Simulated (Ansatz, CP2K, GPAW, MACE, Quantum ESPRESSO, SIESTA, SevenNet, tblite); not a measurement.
# H-capped AlP nanocrystal (rod) (34 atoms) in SIESTA, part 2 of 3

How do the settings of SIESTA change the result for H-capped AlP nanocrystal (rod) (34 atoms)? A plane-wave run serves as the yardstick.

Program: SIESTA 5.4.2; the method stands at each step. Banners, paths, timers and routine set-up lines are dropped from the logs unmarked, and long logs keep their key lines alone; longer cuts are marked. The potentials were converted by us to PSML.

So far. Step 3 (PBE, SZ, shift 0.01 Ry, mesh 300 Ry): Against the first run (20 %), the force difference from the reference is 156 %, at 0.61 times the CPU time, with 70 basis functions against 266: the smaller basis costs accuracy. Step 4 (PBE, TZP, shift 0.01 Ry, mesh 300 Ry): Against the first run (20 %), the force difference from the reference is 18 %, at 1.2 times the CPU time, with 336 basis functions against 266.

## Step 5: PBE, DZP, shift 0.005 Ry, mesh 300 Ry

Method: Kohn-Sham DFT, PBE, PseudoDojo 0.4.1 norm-conserving pseudopotentials (converted to PSML), numerical atomic orbitals (DZP), diagonalisation.

Contents of input.fdf:

```
SystemLabel cell
NumberOfAtoms 34
NumberOfSpecies 3
%block ChemicalSpeciesLabel
  1 15 P
  2 13 Al
  3 1 H
%endblock ChemicalSpeciesLabel
LatticeConstant 1.0 Ang
%block LatticeVectors
  15.82930 0.00000 0.00000
  0.00000 15.82930 0.00000
  0.00000 0.00000 21.29230
%endblock LatticeVectors
PAO.BasisSize DZP
PAO.EnergyShift 0.005 Ry
XC.Functional GGA
XC.Authors PBE
MeshCutoff 300 Ry
%block kgrid_Monkhorst_Pack
  1 0 0 0.0
  0 1 0 0.0
  0 0 1 0.0
%endblock kgrid_Monkhorst_Pack
SolutionMethod diagon
OccupationFunction FD
ElectronicTemperature 580 K
SCF.Mixer.Method Pulay
SCF.Mixer.Weight 0.05
SCF.Mixer.History 8
SCF.Mix Hamiltonian
MaxSCFIterations 300
SCF.DM.Tolerance 1e-04
SCF.H.Tolerance 1.0e-3 eV
WriteForces T
Write.HirshfeldPop T
Write.VoronoiPop T
Write.DM F
Write.H F
XML.Write F
AtomicCoordinatesFormat Fractional
%block AtomicCoordinatesAndAtomicSpecies
[... 34 atom lines left out: the same atoms as in the first run ...]
%endblock AtomicCoordinatesAndAtomicSpecies
```

Started as:

```
$ OMP_NUM_THREADS=1 siesta < input.fdf > output.txt
```

What it wrote:

```text
Version         : 5.4.2
reinit: System Name:
reinit: System Label: cell
initatom: Reading input for the pseudopotentials and atomic orbitals ----------
Species number:   1 Atomic number:   15 Label: P
Species number:   2 Atomic number:   13 Label: Al
Species number:   3 Atomic number:    1 Label: H
Ground state valence configuration (from tables):   3s02  3p03  3d00  4f00
Ground state valence configuration (from tables):   3s02  3p01  3d00  4f00
Ground state valence configuration (from tables):   1s01  2p00  3d00  4f00
---- Processing specs for species: P
GGA--PBE XC_GGA_X_PBE--XC_GGA_C_PBE pb
---- Processing specs for species: Al
GGA--PBE XC_GGA_X_PBE--XC_GGA_C_PBE pb
---- Processing specs for species: H
GGA--PBE XC_GGA_X_PBE--XC_GGA_C_PBE pb
[... lines left out ...]
stepf: Fermi-Dirac step function
        iscf     Eharris(eV)        E_KS(eV)     FreeEng(eV)     dDmax    Ef(eV) dHmax(eV)
[... lines left out ...]
SCF Convergence by DM+H criterion
[... lines left out ...]
SCF cycle converged after 12 iterations
[... lines left out ...]
   Max    3.441085
[... lines left out ...]
   Max    3.441085    constrained
Stress tensor Voigt[x,y,z,yz,xz,xy] (kbar):       -3.31       -3.48       -3.26       -1.32        0.65        0.12
[... lines left out ...]
siesta: FreeEng =     -1853.321182
[... lines left out ...]
siesta:       Hartree =    3923.683866
siesta:         Exch. =    -643.902478
siesta:         Corr. =     -69.648975
siesta:   Exch.-corr. =    -713.551453
siesta:  Ion-electron =   -8623.800778
siesta:       Ion-ion =    2697.194544
siesta:         Total =   -1853.321182
siesta:         Fermi =      -4.269066
siesta: Stress tensor (static) (eV/Ang**3):
siesta:    -0.002068    0.000072    0.000408
siesta:     0.000072   -0.002171   -0.000823
siesta:     0.000408   -0.000823   -0.002034
siesta: Cell volume =       5335.142166 Ang**3
siesta: Pressure (static):
siesta:                Solid            Molecule  Units
siesta:           0.00002277         -0.00000006  Ry/Bohr**3
siesta:           0.00209096         -0.00000580  eV/Ang**3
siesta:           3.35008998         -0.00929103  kBar
    Orbital volume contribution        =          20.745863 eV
    (Free)E + p_basis*V_orbitals       =       -1832.575319 eV
    (Free)Eharris+ p_basis*V_orbitals  =       -1832.575320 eV
siesta: Electric dipole (a.u.)  =   -1.855667   -2.261891   -2.485598
siesta: Electric dipole (Debye) =   -4.716635   -5.749154   -6.317760
Hirshfeld Atomic Populations:
Atom #   charge [q] valence [e]  Species
     1     0.105602    4.894398  P
     2     0.090281    4.909719  P
     3     0.094400    4.905600  P
[...]
6     0.181475    2.818525  Al
     7     0.201337    2.798663  Al
     8     0.187219    2.812781  Al
[...]
13     0.049554    0.950446  H
    14     0.026825    0.973175  H
    15     0.010720    0.989280  H
[...]
--------------------
 Total    -0.000002
Voronoi Atomic Populations:
Atom #   charge [q] valence [e]  Species
[...]
5     0.032876    4.967124  P
[...]
9    -0.089518    5.089518  P
[...]
11     0.261487    2.738513  Al
    12     0.246719    2.753281  Al
[...]
33    -0.219428    1.219428  H
    34    -0.182624    1.182624  H
--------------------
 Total    -0.000002
```

The job ended after 87 s (1 thread of Arm Neoverse V2, shared host; peak memory 1.3 GiB).

Numbers from this run, and their distance from the reference:

| Property | Result |
| --- | --- |
| r.m.s. force component | 0.9528 eV/Å |
| r.m.s. difference of force components | 193.2 meV/Å |
| longest difference of force vectors | 677.5 meV/Å |
| force difference over r.m.s. force | 22.63 % |
| slope of forces against the reference's | 1.097 |
| correlation of force components | 0.9831 |
| gap (highest filled to lowest empty level) | 3.157 eV |
| gap difference | 0.0787 eV |

Against the first run (20 %), the force difference from the reference is 23 %, at 1.2 times the CPU time.

## Step 6: PBE, DZP, shift 0.01 Ry, mesh 150 Ry

Method: Kohn-Sham DFT, PBE, PseudoDojo 0.4.1 norm-conserving pseudopotentials (converted to PSML), numerical atomic orbitals (DZP), diagonalisation.

Changes to input.fdf since step 5:

```diff
@@ -15,6 +15,6 @@
 PAO.BasisSize DZP
-PAO.EnergyShift 0.005 Ry
+PAO.EnergyShift 0.01 Ry
 XC.Functional GGA
 XC.Authors PBE
-MeshCutoff 300 Ry
+MeshCutoff 150 Ry
 %block kgrid_Monkhorst_Pack
```

What it wrote:

```text
Version         : 5.4.2
reinit: System Name:
reinit: System Label: cell
initatom: Reading input for the pseudopotentials and atomic orbitals ----------
Species number:   1 Atomic number:   15 Label: P
Species number:   2 Atomic number:   13 Label: Al
Species number:   3 Atomic number:    1 Label: H
Ground state valence configuration (from tables):   3s02  3p03  3d00  4f00
[... lines left out ...]
SCF Convergence by DM+H criterion
[... lines left out ...]
SCF cycle converged after 12 iterations
[... lines left out ...]
   Max    3.436919
[... lines left out ...]
   Max    3.436919    constrained
Stress tensor Voigt[x,y,z,yz,xz,xy] (kbar):       -2.83       -2.98       -2.72       -1.28        0.67        0.13
[... lines left out ...]
siesta: FreeEng =     -1852.911036
[... lines left out ...]
siesta:         Fermi =      -4.194822
[... lines left out ...]
siesta:           2.84175457          0.00848322  kBar
[... lines left out ...]
siesta: Electric dipole (Debye) =   -4.787346   -5.779555   -6.342243
Hirshfeld Atomic Populations:
Atom #   charge [q] valence [e]  Species
     1     0.126380    4.873620  P
     2     0.109950    4.890050  P
     3     0.114250    4.885750  P
[...]
6     0.165981    2.834019  Al
     7     0.185596    2.814404  Al
     8     0.169552    2.830448  Al
[...]
13     0.046869    0.953131  H
    14     0.023359    0.976641  H
    15     0.007186    0.992814  H
[...]
--------------------
 Total    -0.000009
Voronoi Atomic Populations:
Atom #   charge [q] valence [e]  Species
[...]
5     0.067035    4.932965  P
[...]
9    -0.043820    5.043820  P
[...]
11     0.267402    2.732598  Al
    12     0.253873    2.746127  Al
[...]
33    -0.227166    1.227166  H
    34    -0.195400    1.195400  H
--------------------
 Total    -0.000005
```

Run time: 22 s. Hardware: 1 thread; peak memory 0.48 GiB.

Compared with the plane-wave run:

```yaml
r_m_s_force_component: 0.9409 eV/Å
r_m_s_difference_of_force_components: 167 meV/Å
longest_difference_of_force_vectors: 611.8 meV/Å
force_difference_over_r_m_s_force: 19.56 %
slope_of_forces_against_the_reference_s: 1.088
correlation_of_force_components: 0.9874
spacing_of_highest_filled_and_lowest_empty_level: 3.185 eV
gap_difference: 0.1065 eV
energy_less_the_same_level_run_s: 0.0449 meV/atom
r_m_s_force_difference_from_the_same_level_run: 3.31 meV/Å
```

This is a coarse setting, run to see what it loses.

Against the first run (20 %), the force difference from the reference is 20 %, at 0.32 times the CPU time: the change moves forces by 3.3 meV/Å r.m.s., so most of the difference comes from elsewhere.

## Step 7: Relaxation (PBE, SZP, shift 0.02 Ry, mesh 250 Ry)

Method: Kohn-Sham DFT, PBE, PseudoDojo 0.4.1 norm-conserving pseudopotentials (converted to PSML), numerical atomic orbitals (SZP), diagonalisation.

Changes to input.fdf since step 6:

```diff
@@ -14,7 +14,7 @@
 %endblock LatticeVectors
-PAO.BasisSize DZP
-PAO.EnergyShift 0.01 Ry
+PAO.BasisSize SZP
+PAO.EnergyShift 0.02 Ry
 XC.Functional GGA
 XC.Authors PBE
-MeshCutoff 150 Ry
+MeshCutoff 250 Ry
 %block kgrid_Monkhorst_Pack
@@ -31,8 +31,11 @@
 SCF.Mix Hamiltonian
-MaxSCFIterations 300
+MaxSCFIterations 200
 SCF.DM.Tolerance 1e-04
 SCF.H.Tolerance 1.0e-3 eV
+MD.TypeOfRun CG
+MD.Steps 42
+MD.MaxForceTol 0.05 eV/Ang
+WriteCoorStep T
+WriteMDHistory T
 WriteForces T
-Write.HirshfeldPop T
-Write.VoronoiPop T
 Write.DM F
```

Started as:

```
$ OMP_NUM_THREADS=1 mpirun -np 4 siesta < input.fdf > output.txt
```

What it wrote:

```text
Version         : 5.4.2
reinit: System Name:
reinit: System Label: cell
initatom: Reading input for the pseudopotentials and atomic orbitals ----------
Species number:   1 Atomic number:   15 Label: P
Species number:   2 Atomic number:   13 Label: Al
Species number:   3 Atomic number:    1 Label: H
Ground state valence configuration (from tables):   3s02  3p03  3d00  4f00
Ground state valence configuration (from tables):   3s02  3p01  3d00  4f00
Ground state valence configuration (from tables):   1s01  2p00  3d00  4f00
---- Processing specs for species: P
GGA--PBE XC_GGA_X_PBE--XC_GGA_C_PBE pb
---- Processing specs for species: Al
GGA--PBE XC_GGA_X_PBE--XC_GGA_C_PBE pb
---- Processing specs for species: H
GGA--PBE XC_GGA_X_PBE--XC_GGA_C_PBE pb
P pseudopotential only contains V_ls up to l=2 -- lmxkb reset.
Al pseudopotential only contains V_ls up to l=2 -- lmxkb reset.
H pseudopotential only contains V_ls up to l=1 -- lmxkb reset.
Using PAO.SplitTailNorm
%block ChemicalSpeciesLabel
    1   15 P                       # Species index, atomic number, species label
[... lines left out ...]
   Max    0.283903    constrained
Stress tensor Voigt[x,y,z,yz,xz,xy] (kbar):        0.10        0.12        0.45        0.14        0.04       -0.02
[... lines left out ...]
        iscf     Eharris(eV)        E_KS(eV)     FreeEng(eV)     dDmax    Ef(eV) dHmax(eV)
[... lines left out ...]
SCF Convergence by DM+H criterion
[... lines left out ...]
SCF cycle converged after 5 iterations
[... lines left out ...]
   Max    0.136572
[... lines left out ...]
   Max    0.136572    constrained
Stress tensor Voigt[x,y,z,yz,xz,xy] (kbar):        0.10        0.12        0.42        0.08        0.02        0.00
[... lines left out ...]
cgvc: Finished line minimization   16.  Mean atomic displacement =    0.0303
outcoor: Final (unrelaxed) atomic coordinates (fractional):
    0.37586299    0.54224997    0.40361052   1       1  P
    0.37929677    0.54127453    0.65843000   1       2  P
    0.54119202    0.37609143    0.40353154   1       3  P
    0.54162556    0.37815675    0.65773807   1       4  P
    0.53875348    0.53944781    0.28232117   1       5  P
    0.45021015    0.64578262    0.33596310   2       6  Al
    0.64447372    0.45062920    0.33582503   2       7  Al
    0.44532202    0.44595610    0.47834939   2       8  Al
    0.53746629    0.53672728    0.53689974   1       9  P
    0.45299847    0.64532746    0.59064265   2      10  Al
    0.64574956    0.45247623    0.59081611   2      11  Al
    0.44979149    0.44861153    0.73560226   2      12  Al
    0.31238739    0.58995302    0.44220696   3      13  H
    0.31262428    0.49222972    0.36647984   3      14  H
    0.31658869    0.49227729    0.62027615   3      15  H
[...]
0.38381456    0.38275884    0.76857451   3      33  H
    0.51446683    0.51211122    0.77273134   3      34  H
siesta: Program's energy decomposition (eV):
siesta: Ebs     =      -691.899611
siesta: Eions   =      3716.728297
siesta: Ena     =      1521.729050
siesta: Ekin    =       798.509620
siesta: Enl     =       188.596191
siesta: DEna    =        48.449594
siesta: DUscf   =         6.790741
siesta: Ex      =      -622.349265
siesta: Ec      =       -69.184587
siesta: Exc     =      -691.533852
siesta: Eharris =     -1844.186953
siesta: Etot    =     -1844.186952
siesta: FreeEng =     -1844.186952
siesta: Final energy (eV):
siesta:  Band Struct. =    -691.899611
siesta:       Kinetic =     798.509620
siesta:       Hartree =    3771.296140
siesta:         Exch. =    -622.349265
siesta:         Corr. =     -69.184587
siesta:   Exch.-corr. =    -691.533852
siesta:  Ion-electron =   -8261.825944
siesta:       Ion-ion =    2539.367084
siesta:         Total =   -1844.186952
siesta:         Fermi =      -3.798242
siesta: Stress tensor (static) (eV/Ang**3):
siesta:     0.000060    0.000002    0.000014
siesta:     0.000002    0.000077    0.000053
siesta:     0.000014    0.000053    0.000262
siesta: Cell volume =       5335.142166 Ang**3
siesta: Pressure (static):
siesta:                Solid            Molecule  Units
siesta:          -0.00000145         -0.00000002  Ry/Bohr**3
siesta:          -0.00013291         -0.00000207  eV/Ang**3
siesta:          -0.21293922         -0.00331684  kBar
    Orbital volume contribution        =           9.680426 eV
    (Free)E + p_basis*V_orbitals       =       -1834.506526 eV
    (Free)Eharris+ p_basis*V_orbitals  =       -1834.506527 eV
siesta: Electric dipole (a.u.)  =   -1.150832   -1.139303   -2.003584
siesta: Electric dipole (Debye) =   -2.925124   -2.895818   -5.092602
```

It took 4.2 min on 4 MPI ranks; peak memory 1.4 GiB.

This basis is small, so path and final geometry are those of the cheap level.

The walk was cut short by its limit; what follows describes the steps that were made.

(Continued in part 3 of 3.)

[Also dropped from logs without a mark: logging warnings of Python, and SIESTA's first energy breakdown and zero terms.]

[Logs are printed without paths, hosts, clocks, repeated set-up lines and the standing remarks that a program may print on its own settings, such as how far it seeks lower states.]

[Hosts, paths, dates, database ids (printed as entryN), source tags and the programs' standing remarks are cut or masked in the printed files.]
